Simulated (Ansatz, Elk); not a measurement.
# Bonding as seen by X-rays: FeSnCl6, part 2 of 2

Structure refinements treat a crystal as free atoms side by side. For a made-up structure of FeSnCl6 (cell and positions from a PBE relaxation) the runs below show what the calculated density changes in F(hkl).

Elk 11.2.3 (patched build); all-electron DFT.

So far. Step 2 (Ground state and structure factors): The ions are Fe2+, Sn4+ and Cl−, by formal charge.

The structure was built from a prototype and need not be the compound's stable phase.

**5. Another functional**

Level of this step: DFT, PBEsol, all-electron APW+lo, Dirac cores, scalar-relativistic bands, static density, ferromagnetic start (Elk).

The difference from free atoms is small, so it is set against the change that PBEsol makes.

The input, elk.in:

```
tasks
  0
  195
  196

xctype
  22

spinpol
  .true.

rgkmax
  7.0

gmaxvr
  14.0

lmaxo
  7

lmaxapw
  8

swidth
  0.002

tshift
  .false.

ramdisk
  .false.

hmaxvr
  5.5

maxscl
  120

epspot
  1e-06

reducebf
  0.8

sppath
  './'

avec
  6.00285422262 3.46574950163 10.70819475404
  -6.00285422262 3.46574950163 10.70819475404
  0.00000000000 -6.93149900238 10.70819475433

atoms
  3
  'Sn.in'
  1
  0.0000000000 -0.0000000000 -0.0000000000   0.000000 0.000000 0.000000
  'Fe.in'
  1
  0.5000000000 0.5000000000 0.5000000000   0.000000 0.000000 -0.175000
  'Cl.in'
  6
  0.2582357383 0.8873554079 0.5990366080   0.000000 0.000000 0.000000
  0.8873554079 0.5990366080 0.2582357383   0.000000 0.000000 0.000000
  0.5990366080 0.2582357383 0.8873554079   0.000000 0.000000 0.000000
  0.7417642617 0.1126445921 0.4009633920   0.000000 0.000000 0.000000
  0.1126445921 0.4009633920 0.7417642617   0.000000 0.000000 0.000000
  0.4009633920 0.7417642617 0.1126445921   0.000000 0.000000 0.000000

ngridk
  4 4 4
```

Started as:

```bash
$ OMP_NUM_THREADS=4 elk
```

Numbers of over 12 decimals in the logs are rounded to 6 here.

Output:

```text
┌─────────────────────────┐
│ Elk code version 11.2.3 │
└─────────────────────────┘

All units are atomic (Hartree, Bohr, etc.)

┌─────────────────────────────────────────────────┐
│ Ground-state run starting from atomic densities │
└─────────────────────────────────────────────────┘

Lattice vectors :
   6.002854223       3.465749502       10.70819475
  -6.002854223       3.465749502       10.70819475
   0.000000000      -6.931499002       10.70819475

Reciprocal lattice vectors :
  0.5233498161      0.3021561572      0.1955880660
[...]
Moments :
 interstitial                :   0.1384216758
 muffin-tins
  species : 1 (Sn)
[...]
species : 2 (Fe)
[...]
species : 3 (Cl)
[...]
atom 5                    :   0.5706787102E-01
   atom 6                    :   0.5706787102E-01
 total in muffin-tins        :    3.867105063
 total moment                :    4.005526739

RMS change in Kohn-Sham potential (target) :   0.8748060700E-04 (  0.1000000000E-05)
Absolute change in total energy (target)   :   0.1529918201E-02 (  0.1000000000E-03)

┌──────────────────┐
│ Loop number : 12 │
└──────────────────┘
[key lines of the parts left out:]
total energy                :     -10213.080176440
```

Elapsed: 6.9 min, on 4 threads of Intel Xeon Platinum 8259CL at 2.50GHz (Skylake/Cascade Lake), shared host; peak memory 0.71 GiB.

The run was cut off at its time limit.

**6. A coarser k-mesh**

About half the k-points along each axis test the sampling.

Changes to elk.in since step 5:

```diff
@@ -6,3 +6,3 @@
 xctype
-  22
+  20
 
@@ -70,2 +70,2 @@
 ngridk
-  4 4 4
+  2 2 2
```

Started as:

```bash
$ OMP_NUM_THREADS=4 elk
```

Output:

```text
┌─────────────────────────┐
│ Elk code version 11.2.3 │
└─────────────────────────┘

All units are atomic (Hartree, Bohr, etc.)

┌─────────────────────────────────────────────────┐
│ Ground-state run starting from atomic densities │
└─────────────────────────────────────────────────┘

Lattice vectors :
   6.002854223       3.465749502       10.70819475
  -6.002854223       3.465749502       10.70819475
   0.000000000      -6.931499002       10.70819475

Reciprocal lattice vectors :
  0.5233498161      0.3021561572      0.1955880660
[...]
Moments :
 interstitial                :   0.1517021936
 muffin-tins
  species : 1 (Sn)
[...]
species : 2 (Fe)
[...]
species : 3 (Cl)
[...]
atom 5                    :   0.6389528196E-01
   atom 6                    :   0.6389528196E-01
 total in muffin-tins        :    3.958679745
 total moment                :    4.110381938

RMS change in Kohn-Sham potential (target) :   0.2615299636E-04 (  0.1000000000E-05)
Absolute change in total energy (target)   :   0.1536640102E-03 (  0.1000000000E-03)

┌──────────────────┐
│ Loop number : 17 │
└──────────────────┘
[key lines of the parts left out:]
total energy                :     -10221.099598204
```

Wall time 4.1 min (4 threads); peak memory 0.76 GiB.

The run was cut off at its time limit.

**7. With a Hubbard U**

A Hubbard U is put on the d shell, to see how far it moves the factors.

Changes to elk.in since step 6:

```diff
@@ -70,2 +70,6 @@
 ngridk
-  2 2 2
+  4 4 4
+
+dft+u
+  1 1
+  2 2 0.146997 0.000000
```

Started as:

```bash
$ OMP_NUM_THREADS=4 elk
```

Output:

```text
┌─────────────────────────┐
│ Elk code version 11.2.3 │
└─────────────────────────┘

All units are atomic (Hartree, Bohr, etc.)

┌─────────────────────────────────────────────────┐
│ Ground-state run starting from atomic densities │
└─────────────────────────────────────────────────┘

Lattice vectors :
   6.002854223       3.465749502       10.70819475
  -6.002854223       3.465749502       10.70819475
   0.000000000      -6.931499002       10.70819475

Reciprocal lattice vectors :
  0.5233498161      0.3021561572      0.1955880660
[...]
Moments :
 interstitial                :   0.1254515629
 muffin-tins
  species : 1 (Sn)
[...]
species : 2 (Fe)
[...]
species : 3 (Cl)
[...]
atom 5                    :   0.5221688093E-01
   atom 6                    :   0.5221688093E-01
 total in muffin-tins        :    3.874540256
 total moment                :    3.999991819

RMS change in Kohn-Sham potential (target) :    1.641301519     (  0.1000000000E-05)
Absolute change in total energy (target)   :   0.7534622775     (  0.1000000000E-03)

┌─────────────────┐
│ Loop number : 4 │
└─────────────────┘
[key lines of the parts left out:]
total energy                :     -10222.844163591
```

The job ended after 2.5 min (4 threads; peak memory 0.7 GiB).

The run was cut off at its time limit.

**8. Summary of results**

| Quantity | Value |
| --- | --- |
| R against neutral atoms, sin θ/λ < 0.3 Å⁻¹ | 0.37 % |
| R against neutral atoms, 0.3 to 0.51 Å⁻¹ | 0.28 % |
| R against ions, below 0.3 Å⁻¹ | 0.88 % |

In words: Independent neutral atoms miss the calculated amplitudes by R = 0.37 % below 0.3 Å⁻¹ and 0.28 % from there to 0.51 Å⁻¹; by shells, 0.49 % below 0.15 Å⁻¹ (4 forms), 0.35 % 0.15 to 0.3 (27 forms), 0.31 % 0.3 to 0.45 (70 forms), 0.23 % above 0.45 (48 forms). Bonding, aspherical density and the tables' own atoms all enter these figures, and the runs don't part them. The largest change of an amplitude is +0.63 electrons, at 006. Formal ions give R = 0.88 % at low angle, further off than neutral atoms. The magnetic order is that of the start. No other order was tried here, and an antiferromagnetic one would change or move the magnetic intensity. The window's part falls from 42.0 electrons at the origin to at most 1.63 between 0.45 and 0.51 Å⁻¹, where compact states inside the window still scatter. The basis has no finished test. The k-mesh has no finished test. Part of the difference isn't bonding: the tables are fits to free atoms and ions calculated by other methods than this functional. Thermal motion, anomalous dispersion and extinction are left out.

[Logs are printed without paths, hosts, clocks, repeated set-up lines and the standing remarks that a program may print on its own settings, such as how far it seeks lower states.]

[Hosts, paths, dates, database ids (printed as entryN), source tags and the programs' standing remarks are cut or masked in the printed files.]
